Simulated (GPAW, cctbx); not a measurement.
## CdCS3: what bonding does to one electron reflection, worked out

CdCS3, R-3m (no. 166), a = 5.2984 Å, b = 5.2984 Å, c = 13.0789 Å, α = 90.00°, β = 90.00°, γ = 120.00°.

| atom | mult. | x | y | z |
| --- | --- | --- | --- | --- |
| Cd1 | 3 | 0 | 0 | 0 |
| S1 | 9 | 5/6 | 2/3 | 1/6 |
| C1 | 3 | 1/3 | 2/3 | 1/6 |

The start was made by putting kin elements into a known structure type; the compound need not exist, or be stable, in this form.

A DFT run (GPAW, PBE, 550 eV, 5×5×5 k-points, Fermi–Dirac width 0.05 eV) gives the static X-ray structure factor of 003 as 7.031 e for the conventional cell; superposed free atoms give 6.007 e. **Problem.** Find the Fourier component V of the crystal potential and the two-beam extinction distance at 300 kV in both cases.

**1. Geometry**

The cell volume is Ω = 317.97 Å³ and d(003) = 4.3596 Å, so g = 1/d = 0.2294 Å⁻¹.

**2. The nuclei**

Electrons feel nuclei as well as electrons, so the nuclear charges are summed with the same phases.

Phase sums Σ exp(2πi h·x), turned so that the total is real and positive: Cd -3.000, S +9.000, C +3.000. Then F_Z = 48 × (-3.000) + 16 × (+9.000) + 6 × (+3.000) = 18.00 e. The electron term has the same sign for this reflection.

**3. Mott–Bethe**

Poisson's equation, term by term, gives V = (e/4πε₀)(F_Z − F)/(πΩg²), with e/4πε₀ = 14.3996 V Å.

The prefactor is 14.3996 × 4.3596²/(π × 317.97) = 0.27397 V per electron. Free atoms: (18.00 − 6.007) × 0.27397 = 3.286 V. Crystal: (18.00 − 7.031) × 0.27397 = 3.005 V. F changes by +17.05 % and V by -8.5 %: the same 1.02 e is measured against F_Z − F = 12.0 e in place of F = 6.0 e.

**4. Extinction distance**

In the two-beam case ξ = 1/(λU) with U = 2γm₀eV/h², that is ξ = 150.41 V Å²/(γλV).

At 300 kV, λ = 0.01969 Å and γ = 1.5871. Free atoms: ξ = 1465 Å. Crystal: ξ = 1602 Å. The thickness fringes go as sin²(πt/ξ), so the two patterns slip by a quarter of a period when t|1/ξ₁ − 1/ξ₀| = 1/4, at t ≈ 429 nm. Thermal motion, absorption and many-beam coupling, left out here, change a real pattern.

**5. Answer**

V(003) is 3.01 V against 3.29 V, and ξ is 1602 against 1465 Å. Limits: static atoms, two beams.
